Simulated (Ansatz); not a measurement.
# Na(100) with 4 thermally displaced layers, 2x2: scattering by thermal displacements, part 2 of 2

Wanted: the phonon-limited resistivity of Na at 300 K by the Landauer route. The measured value for the pure metal at this temperature is 4.93 µΩ cm (CRC Handbook of Chemistry and Physics, 84th ed., 2003, Electrical Resistivity of Pure Metals).

Ansatz 0.2.0; Ansatz plane-wave DFT, PBE, PAW files; ballistic transport by layer matching (Landauer), zero bias; PAW set soft_1.

So far. Step 2 (With 4 displaced layers): Over the solved energies the transmission per spin lies between 4.70 and 4.76, out of 4.92 channels of the lead on average (up to 4.92).

## 3. With 8 displaced layers

Each atom of 8 layers is moved at random, by amounts drawn from a normal law 0.2769 Å wide in each direction from the Debye model (158 K) at 300 K. A fresh draw is used; the growth of the resistance with length is what counts.

System of this step: Na(100) with 8 thermally displaced layers, 2x2. The cell holds 72 atoms: 72 Na. Cell: a = 8.581 Å, b = 8.581 Å, c = 38.615 Å, α = 90.0°, β = 90.0°, γ = 90.0°. It derives from Na. Regions: lead, 40 atoms (40 Na); scattering region, 32 atoms (32 Na). The structure is stacked along c, and the current runs across the ab planes.

input.yaml reads:

```yaml
crystal:
  lattice:
    - [8.5812, 0.0, 0.0]
    - [0.0, 8.5812, 0.0]
    - [0.0, 0.0, 38.6154]
  atoms:
    - { symbol: Na, position: [0.0, 0.0, 0.0277777778] }
    - { symbol: Na, position: [0.0, 0.5, 0.0277777778] }
    - { symbol: Na, position: [0.5, 0.0, 0.0277777778] }
    - { symbol: Na, position: [0.5, 0.5, 0.0277777778] }
    - { symbol: Na, position: [0.25, 0.25, 0.0833333333] }
    - { symbol: Na, position: [0.25, 0.75, 0.0833333333] }
    - { symbol: Na, position: [0.75, 0.25, 0.0833333333] }
    - { symbol: Na, position: [0.75, 0.75, 0.0833333333] }
    - { symbol: Na, position: [0.0, 0.0, 0.1388888889] }
    - { symbol: Na, position: [0.0, 0.5, 0.1388888889] }
    - { symbol: Na, position: [0.5, 0.0, 0.1388888889] }
    - { symbol: Na, position: [0.5, 0.5, 0.1388888889] }
    - { symbol: Na, position: [0.25, 0.25, 0.1944444444] }
    - { symbol: Na, position: [0.25, 0.75, 0.1944444444] }
    - { symbol: Na, position: [0.75, 0.25, 0.1944444444] }
    - { symbol: Na, position: [0.75, 0.75, 0.1944444444] }
    - { symbol: Na, position: [0.0, 0.0, 0.25] }
    - { symbol: Na, position: [0.0, 0.5, 0.25] }
    - { symbol: Na, position: [0.5, 0.0, 0.25] }
    - { symbol: Na, position: [0.5, 0.5, 0.25] }
    - { symbol: Na, position: [0.2387832479, 0.267792246, 0.3028302349] }
    - { symbol: Na, position: [0.2641629762, 0.7816040471, 0.301654364] }
    - { symbol: Na, position: [0.7897285298, 0.3023261584, 0.3132921135] }
    - { symbol: Na, position: [0.7876026794, 0.7853872159, 0.3217201797] }
    - { symbol: Na, position: [0.0059966459, 6.72412e-05, 0.3654352779] }
    - { symbol: Na, position: [0.9706978475, 0.4498880566, 0.3547872786] }
    - { symbol: Na, position: [0.512020508, 0.0152626686, 0.3500957059] }
    - { symbol: Na, position: [0.4392316258, 0.4897999361, 0.359762781] }
    - { symbol: Na, position: [0.2484125765, 0.2716609453, 0.4254771783] }
    - { symbol: Na, position: [0.2574496793, 0.7697677572, 0.408814275] }
    - { symbol: Na, position: [0.7120474102, 0.2576220314, 0.421432177] }
    - { symbol: Na, position: [0.773431635, 0.7691243224, 0.4222890458] }
    - { symbol: Na, position: [0.026128421, 0.9434672113, 0.4669583907] }
    - { symbol: Na, position: [0.0146853467, 0.5192511197, 0.4613808019] }
    - { symbol: Na, position: [0.5378478395, 0.9858414567, 0.4705557802] }
    - { symbol: Na, position: [0.5088345285, 0.524186351, 0.4619470409] }
    - { symbol: Na, position: [0.2819386976, 0.2524938088, 0.5222511889] }
    - { symbol: Na, position: [0.2411185434, 0.6794757621, 0.5231344739] }
    - { symbol: Na, position: [0.7558691621, 0.2271230821, 0.5254259868] }
    - { symbol: Na, position: [0.7452648355, 0.7515609689, 0.5350955521] }
    - { symbol: Na, position: [0.9991967586, 0.991612353, 0.587195319] }
    - { symbol: Na, position: [0.0670003048, 0.4889415342, 0.5870104958] }
    - { symbol: Na, position: [0.4491095809, 0.0434112293, 0.58806099] }
    - { symbol: Na, position: [0.5430016616, 0.4980944704, 0.5758565404] }
    - { symbol: Na, position: [0.278589237, 0.2743121256, 0.6326723819] }
    - { symbol: Na, position: [0.2024769862, 0.7644908703, 0.6376600403] }
    - { symbol: Na, position: [0.8342793379, 0.2301818543, 0.6350991961] }
    - { symbol: Na, position: [0.7464262841, 0.6962783268, 0.6325143009] }
    - { symbol: Na, position: [0.0530539811, 0.9957612178, 0.6900824119] }
    - { symbol: Na, position: [0.9589632799, 0.5187288004, 0.6991643157] }
    - { symbol: Na, position: [0.5082742846, 0.9874427474, 0.696635095] }
    - { symbol: Na, position: [0.5123116543, 0.4780318285, 0.6989064523] }
    - { symbol: Na, position: [0.25, 0.25, 0.75] }
    - { symbol: Na, position: [0.25, 0.75, 0.75] }
    - { symbol: Na, position: [0.75, 0.25, 0.75] }
    - { symbol: Na, position: [0.75, 0.75, 0.75] }
    - { symbol: Na, position: [0.0, 0.0, 0.8055555556] }
    - { symbol: Na, position: [0.0, 0.5, 0.8055555556] }
    - { symbol: Na, position: [0.5, 0.0, 0.8055555556] }
    - { symbol: Na, position: [0.5, 0.5, 0.8055555556] }
    - { symbol: Na, position: [0.25, 0.25, 0.8611111111] }
    - { symbol: Na, position: [0.25, 0.75, 0.8611111111] }
    - { symbol: Na, position: [0.75, 0.25, 0.8611111111] }
    - { symbol: Na, position: [0.75, 0.75, 0.8611111111] }
    - { symbol: Na, position: [0.0, 0.0, 0.9166666667] }
    - { symbol: Na, position: [0.0, 0.5, 0.9166666667] }
    - { symbol: Na, position: [0.5, 0.0, 0.9166666667] }
    - { symbol: Na, position: [0.5, 0.5, 0.9166666667] }
    - { symbol: Na, position: [0.25, 0.25, 0.9722222222] }
    - { symbol: Na, position: [0.25, 0.75, 0.9722222222] }
    - { symbol: Na, position: [0.75, 0.25, 0.9722222222] }
    - { symbol: Na, position: [0.75, 0.75, 0.9722222222] }
kpoints:
  mp_grid: { grid: [3, 3, 1] }
hamiltonian:
  xc: pbe
  pseudopotentials: { kind: paw, azcp: { folder: soft_1 } }
scf:
  occupations: { method: fermi_dirac, width: 0.1 }
output:
  transmission: { leads: [[0, 4]], kmesh: [6, 6], e_range: [-0.05, 0.05], de: 0.05 }
  write_potential: true
  write_density: true
  volumetric_format: npy
```

Command:

```
ansatz run input.yaml --threads 4 --pin off --max-ram 15360MiB --backend cpu --events-out ev --progress --plain --runs-dir out
```

Numbers of over 12 decimals in the logs are rounded to 6 here.

Output:

```text
[...]
Crystal: 72 atoms, lattice volume = 2843.522 Å³
Basis set: ecut = 420 eV, 55657 PW (Γ)
Bands: 396, of which v1, the nominal top of the filled ones, is band 324 counted from 1 (323 counted from 0)
Symmetry: 1 space group operations
[...]
k-points: 5 of 9 (time reversal used)
[...]
SCF iter   1: F=—  HF=-107020.744094 eV  |F-HF|=—  |Δ(HF+E_count)|=         —  Δρ=4.45e-3  dr2=1.37e0  ethr=3.10e-3  ⟨swp⟩=7.4  Hψ=8066  notcnv=0
[...]
SCF iter  10: F=-107020.508876 eV  HF=-107020.508876 eV  |F-HF|=1.03e-8  |Δ(HF+E_count)|=   2.05e-8  Δρ=3.10e-7  dr2=1.78e-8  ethr=1.54e-11  ⟨swp⟩=9.2  Hψ=7145  notcnv=0
SCF 1 converged in 10 iterations: F = -107020.508876 eV  dr2 = 1.78e-8
[...]
transmission: 124 of 1240 steps passed
transmission: 248 of 1240 steps passed
[...]
transmission: 1240 of 1240 steps passed
SCF converged after 10 iterations
Free energy (F): -107020.508876 eV
[...]
Internal energy: -107019.468872 eV  (E = F + TS)
E sigma→0 (E₀):  -107019.988874 eV
Entropy (-TS):   -1.040004 eV (-14.445 meV/atom)
Fermi energy:    1.396447 eV
[...]
--- Band table (eV; the first three rows and the last of 5) ---
  k-point 0: bands = [... 320 lower, 1.2034, 1.2171, 1.2343, 1.2459, 1.2613, 1.2676, 1.2841, 1.8489, ... 68 higher]
  k-point 1: bands = [... 320 lower, 1.3137, 1.3227, 1.3448, 1.3547, 1.4296, 1.4446, 1.4661, 1.4827, ... 68 higher]
  k-point 2: bands = [... 320 lower, 1.3042, 1.3264, 1.3414, 1.3604, 1.4191, 1.4455, 1.4673, 1.4904, ... 68 higher]
  k-point 4: bands = [... 320 lower, 1.0650, 1.0909, 1.2550, 1.2731, 1.6758, 1.7319, 1.8940, 1.9062, ... 68 higher]
--- Transmission ---
  basis      : 657 plane waves across, 62 finite elements along
  points     : 20, standing for a mesh of 6 x 6
[...]
channels       : 4.916667e0 a spin
[...]
junction   : crystal 0 to crystal 0, 0.70 to 37.17 Å
    transmission   : 4.526079e0 a spin
[...]
```

Elapsed: 50 min, on 4 threads of Arm Neoverse V1, shared host; peak memory 10 GiB; 3.2 h of CPU time.

This step gave:

| Property | Result |
| --- | --- |
| free energy | -107020.5089 eV |
| energy at zero smearing | -107019.9889 eV |
| Fermi energy | 1.396 eV |
| transmission per spin nearest the Fermi level | 4.526 |
| step of the lead's potential | 4.2 meV |

Per spin. Transmission, zone mean against energy, zero at the Fermi level:

| energy (eV) | transmission, zone mean |
| --- | --- |
| -0.0500 | 4.44 |
| 0.0000 | 4.53 |
| 0.0500 | 4.58 |

Over the solved energies the transmission per spin lies between 4.44 and 4.58, out of 4.92 channels of the lead on average (up to 4.92).

## 4. With 12 displaced layers

Each atom of 12 layers is moved at random, by amounts drawn from a normal law 0.2769 Å wide in each direction from the Debye model (158 K) at 300 K. A fresh draw is used; the growth of the resistance with length is what counts.

System of this step: Na(100) with 12 thermally displaced layers, 2x2. The cell holds 88 atoms: 88 Na. Cell: a = 8.581 Å, b = 8.581 Å, c = 47.197 Å, α = 90.0°, β = 90.0°, γ = 90.0°. It derives from Na. Regions: lead, 40 atoms (40 Na); scattering region, 48 atoms (48 Na). The structure is stacked along c, and the current runs across the ab planes.

input.yaml reads:

```yaml
crystal:
  lattice:
    - [8.5812, 0.0, 0.0]
    - [0.0, 8.5812, 0.0]
    - [0.0, 0.0, 47.1966]
  atoms:
    - { symbol: Na, position: [0.0, 0.0, 0.0227272727] }
    - { symbol: Na, position: [0.0, 0.5, 0.0227272727] }
    - { symbol: Na, position: [0.5, 0.0, 0.0227272727] }
    - { symbol: Na, position: [0.5, 0.5, 0.0227272727] }
    - { symbol: Na, position: [0.25, 0.25, 0.0681818182] }
    - { symbol: Na, position: [0.25, 0.75, 0.0681818182] }
    - { symbol: Na, position: [0.75, 0.25, 0.0681818182] }
    - { symbol: Na, position: [0.75, 0.75, 0.0681818182] }
    - { symbol: Na, position: [0.0, 0.0, 0.1136363636] }
    - { symbol: Na, position: [0.0, 0.5, 0.1136363636] }
    - { symbol: Na, position: [0.5, 0.0, 0.1136363636] }
    - { symbol: Na, position: [0.5, 0.5, 0.1136363636] }
    - { symbol: Na, position: [0.25, 0.25, 0.1590909091] }
    - { symbol: Na, position: [0.25, 0.75, 0.1590909091] }
    - { symbol: Na, position: [0.75, 0.25, 0.1590909091] }
    - { symbol: Na, position: [0.75, 0.75, 0.1590909091] }
    - { symbol: Na, position: [0.0, 0.0, 0.2045454545] }
    - { symbol: Na, position: [0.0, 0.5, 0.2045454545] }
    - { symbol: Na, position: [0.5, 0.0, 0.2045454545] }
    - { symbol: Na, position: [0.5, 0.5, 0.2045454545] }
    - { symbol: Na, position: [0.1817498078, 0.208410669, 0.2482171576] }
    - { symbol: Na, position: [0.246499368, 0.7124356319, 0.2519283524] }
    - { symbol: Na, position: [0.7840582321, 0.2645527315, 0.2513171358] }
    - { symbol: Na, position: [0.7767224086, 0.7630491473, 0.2432985353] }
    - { symbol: Na, position: [0.9934644607, 0.0416636042, 0.2887818161] }
    - { symbol: Na, position: [0.0020099563, 0.4874452461, 0.2901866253] }
    - { symbol: Na, position: [0.4673638938, 0.0032593633, 0.2973044537] }
    - { symbol: Na, position: [0.509970233, 0.4533445998, 0.2937607304] }
    - { symbol: Na, position: [0.2611543458, 0.2805479553, 0.3448541654] }
    - { symbol: Na, position: [0.27683152, 0.7853981955, 0.3457423903] }
    - { symbol: Na, position: [0.7236981469, 0.2518726375, 0.3367256696] }
    - { symbol: Na, position: [0.6731637249, 0.6957675196, 0.3531631273] }
    - { symbol: Na, position: [0.9639514015, 0.9276604135, 0.3829327837] }
    - { symbol: Na, position: [0.0490509354, 0.4985494772, 0.3887575391] }
    - { symbol: Na, position: [0.4912784465, 0.9973146854, 0.3937940596] }
    - { symbol: Na, position: [0.5256820087, 0.4972171659, 0.3915940671] }
    - { symbol: Na, position: [0.2846667706, 0.2429287924, 0.4334019614] }
    - { symbol: Na, position: [0.2581991125, 0.7284379844, 0.4385694829] }
    - { symbol: Na, position: [0.7446102188, 0.2300133423, 0.4219876101] }
    - { symbol: Na, position: [0.7091728682, 0.7992165066, 0.4251303295] }
    - { symbol: Na, position: [0.0138592229, 0.9881543401, 0.4802722837] }
    - { symbol: Na, position: [0.0194326123, 0.4749538226, 0.475560586] }
    - { symbol: Na, position: [0.5032056427, 0.003695787, 0.4771054826] }
    - { symbol: Na, position: [0.489892696, 0.5203073574, 0.4849991265] }
    - { symbol: Na, position: [0.2674389388, 0.2261200196, 0.5250499912] }
    - { symbol: Na, position: [0.2519714742, 0.7648940609, 0.5335495111] }
    - { symbol: Na, position: [0.743096976, 0.2496288987, 0.517526128] }
    - { symbol: Na, position: [0.7406773153, 0.7316368416, 0.5321122224] }
    - { symbol: Na, position: [0.0098074811, 0.9815475472, 0.5795004909] }
    - { symbol: Na, position: [0.9571486636, 0.5277878815, 0.5741433207] }
    - { symbol: Na, position: [0.5185178904, 0.991574144, 0.56742276] }
    - { symbol: Na, position: [0.4889187343, 0.525362027, 0.5545198671] }
    - { symbol: Na, position: [0.2335051977, 0.2549023523, 0.610227125] }
    - { symbol: Na, position: [0.1913569513, 0.7421653333, 0.6092063957] }
    - { symbol: Na, position: [0.775819956, 0.2950860584, 0.6140433627] }
    - { symbol: Na, position: [0.6875970306, 0.7436700495, 0.6082152366] }
    - { symbol: Na, position: [0.0220046581, 0.0545734604, 0.6609530027] }
    - { symbol: Na, position: [0.0656656119, 0.5488658664, 0.6631768983] }
    - { symbol: Na, position: [0.4722448147, 0.0067395943, 0.6512349439] }
    - { symbol: Na, position: [0.5371343116, 0.5077025095, 0.6678835769] }
    - { symbol: Na, position: [0.263558458, 0.1917864845, 0.7091661246] }
    - { symbol: Na, position: [0.2846673261, 0.8083727945, 0.6997011084] }
    - { symbol: Na, position: [0.7249740607, 0.256837052, 0.6992158466] }
    - { symbol: Na, position: [0.7102591716, 0.7192652938, 0.7205583582] }
    - { symbol: Na, position: [0.9838869332, 0.9712517896, 0.7480536138] }
    - { symbol: Na, position: [0.0036319693, 0.5450830236, 0.7561599822] }
    - { symbol: Na, position: [0.5287849827, 0.0047481744, 0.7515197889] }
    - { symbol: Na, position: [0.4826999978, 0.4546930345, 0.7625498747] }
    - { symbol: Na, position: [0.25, 0.25, 0.7954545455] }
    - { symbol: Na, position: [0.25, 0.75, 0.7954545455] }
    - { symbol: Na, position: [0.75, 0.25, 0.7954545455] }
    - { symbol: Na, position: [0.75, 0.75, 0.7954545455] }
    - { symbol: Na, position: [0.0, 0.0, 0.8409090909] }
    - { symbol: Na, position: [0.0, 0.5, 0.8409090909] }
    - { symbol: Na, position: [0.5, 0.0, 0.8409090909] }
    - { symbol: Na, position: [0.5, 0.5, 0.8409090909] }
    - { symbol: Na, position: [0.25, 0.25, 0.8863636364] }
    - { symbol: Na, position: [0.25, 0.75, 0.8863636364] }
    - { symbol: Na, position: [0.75, 0.25, 0.8863636364] }
    - { symbol: Na, position: [0.75, 0.75, 0.8863636364] }
    - { symbol: Na, position: [0.0, 0.0, 0.9318181818] }
    - { symbol: Na, position: [0.0, 0.5, 0.9318181818] }
    - { symbol: Na, position: [0.5, 0.0, 0.9318181818] }
    - { symbol: Na, position: [0.5, 0.5, 0.9318181818] }
    - { symbol: Na, position: [0.25, 0.25, 0.9772727273] }
    - { symbol: Na, position: [0.25, 0.75, 0.9772727273] }
    - { symbol: Na, position: [0.75, 0.25, 0.9772727273] }
    - { symbol: Na, position: [0.75, 0.75, 0.9772727273] }
kpoints:
  mp_grid: { grid: [3, 3, 1] }
hamiltonian:
  xc: pbe
  pseudopotentials: { kind: paw, azcp: { folder: soft_1 } }
scf:
  occupations: { method: fermi_dirac, width: 0.1 }
output:
  transmission: { leads: [[0, 4]], kmesh: [6, 6], e_range: [-0.05, 0.05], de: 0.05 }
  write_potential: true
  write_density: true
  volumetric_format: npy
```

Output:

```text
[...]
Crystal: 88 atoms, lattice volume = 3475.416 Å³
Basis set: ecut = 420 eV, 67981 PW (Γ)
Bands: 484, of which v1, the nominal top of the filled ones, is band 396 counted from 1 (395 counted from 0)
Symmetry: 1 space group operations
[...]
k-points: 5 of 9 (time reversal used)
[...]
SCF iter   1: F=—  HF=-130802.373559 eV  |F-HF|=—  |Δ(HF+E_count)|=         —  Δρ=4.78e-3  dr2=2.74e0  ethr=3.10e-3  ⟨swp⟩=8.0  Hψ=10141  notcnv=0
[...]
SCF iter  10: F=-130801.892562 eV  HF=-130801.892562 eV  |F-HF|=4.23e-8  |Δ(HF+E_count)|=   1.11e-7  Δρ=7.47e-7  dr2=8.01e-8  ethr=1.26e-11  ⟨swp⟩=11.4  Hψ=12038  notcnv=0
SCF 1 converged in 10 iterations: F = -130801.892562 eV  dr2 = 8.01e-8
[...]
transmission: 156 of 1560 steps passed
transmission: 312 of 1560 steps passed
[...]
transmission: 1560 of 1560 steps passed
SCF converged after 10 iterations
Free energy (F): -130801.892562 eV
[...]
Internal energy: -130800.635055 eV  (E = F + TS)
E sigma→0 (E₀):  -130801.263808 eV
Entropy (-TS):   -1.257507 eV (-14.290 meV/atom)
Fermi energy:    1.407558 eV
[...]
--- Band table (eV; the first three rows and the last of 5) ---
  k-point 0: bands = [... 392 lower, 1.0881, 1.3479, 1.3716, 1.3797, 1.3900, 1.3988, 1.4201, 1.4345, ... 84 higher]
  k-point 1: bands = [... 392 lower, 1.2798, 1.2957, 1.3147, 1.3272, 1.4634, 1.4745, 1.4950, 1.5063, ... 84 higher]
  k-point 2: bands = [... 392 lower, 1.2884, 1.3029, 1.3118, 1.3203, 1.4647, 1.4693, 1.4951, 1.5084, ... 84 higher]
  k-point 4: bands = [... 392 lower, 1.1619, 1.1805, 1.2172, 1.2487, 1.7455, 1.7586, 1.8111, 1.8292, ... 84 higher]
--- Transmission ---
  basis      : 657 plane waves across, 78 finite elements along
  points     : 20, standing for a mesh of 6 x 6
[...]
channels       : 4.916667e0 a spin
[...]
junction   : crystal 0 to crystal 0, 0.70 to 45.75 Å
    transmission   : 4.034282e0 a spin
[...]
```

The job ended after 63 min (4 threads; peak memory 9.5 GiB).

Numbers from this step:

- free energy: -130801.8926 eV
- energy at zero smearing: -130801.2638 eV
- Fermi energy: 1.408 eV
- transmission per spin nearest the Fermi level: 4.034
- step of the lead's potential: 7.9 meV

Per spin. The transmission, zone mean by energy, zero at the Fermi level:

| energy (eV) | transmission, zone mean |
| --- | --- |
| -0.0500 | 3.94 |
| 0.0000 | 4.03 |
| 0.0500 | 4.03 |

Over the solved energies the transmission per spin lies between 3.94 and 4.03, out of 4.88 channels of the lead on average (up to 4.92).

## 5. The fit

This step: Ansatz plane-wave DFT, PBE, PAW files; ballistic transport by layer matching (Landauer), zero bias; resistivity from the slope of the area resistance; PAW set soft_1 (Ansatz 0.2.0).

Numbers from this step:

```yaml
resistivity: 20.52 µΩ cm
intercept: -0.1278 fΩ m²
scatter_about_the_fit: 0.03774 fΩ m²
```

Resistance, by row:

| run | length (Å) | T | channels N | RA (fΩ m²) |
| --- | --- | --- | --- | --- |
| n4 | 8.581 | 4.733 | 4.917 | 0.07497 |
| n8 | 17.16 | 4.517 | 4.917 | 0.171 |
| n12 | 25.74 | 4.002 | 4.88 | 0.4271 |

Table of area resistance by length of the displaced region:

| length of the displaced region (Å) | area resistance (fΩ m²) |
| --- | --- |
| 8.58 | 0.0750 |
| 17.16 | 0.171 |
| 25.74 | 0.427 |

The area resistance goes from 0.075 to 0.43 fΩ m² between 8.6 and 25.7 Å, a slope of 21 µΩ cm.

By hand from the end points: (0.4271 − 0.07497) fΩ m² / (25.74 − 8.58) Å = 21 µΩ cm, since 1 fΩ m² per Å is 1000 µΩ cm.

## 6. Results

- resistivity from the slope: 20.5 µΩ cm
- area resistance over 8.58 Å: 0.0750 fΩ m²
- area resistance over 17.2 Å: 0.171 fΩ m²
- area resistance over 25.7 Å: 0.427 fΩ m²

What this shows: The slope gives 21 µΩ cm. The points scatter by 0.038 fΩ m² about the line, with one random draw a length in a 2x2 cell, so the slope is a rough value. The mean square of the displacements drawn is 0.78, 0.91 and 1.0 of the nominal one at the three lengths; with each resistance scaled back by that, the slope is 19 µΩ cm, the value used below. Read with a model of isotropic scattering on a spherical Fermi surface and the lead's 0.52×10¹⁵ S/m², this slope means a mean free path near 87 Å; over these lengths the model's slope is 1.12 times its bulk resistivity, which would be 17 µΩ cm. Uncorrelated displacements put too much weight on short waves, which scatter strongly; with the sideways repeat of a small cell, one draw and three short lengths, the method is good to a factor of two or three. The measured value is 4.93 µΩ cm (CRC Handbook of Chemistry and Physics, 84th ed., 2003, Electrical Resistivity of Pure Metals); the scaled slope is 3.8 times that and the corrected value 3.4: clearly high.

[Logs are printed without paths, hosts, clocks, repeated set-up lines and the standing remarks that a program may print on its own settings, such as how far it seeks lower states.]

[Hosts, paths, dates, database ids (printed as entryN), source tags and the programs' standing remarks are cut or masked in the printed files.]
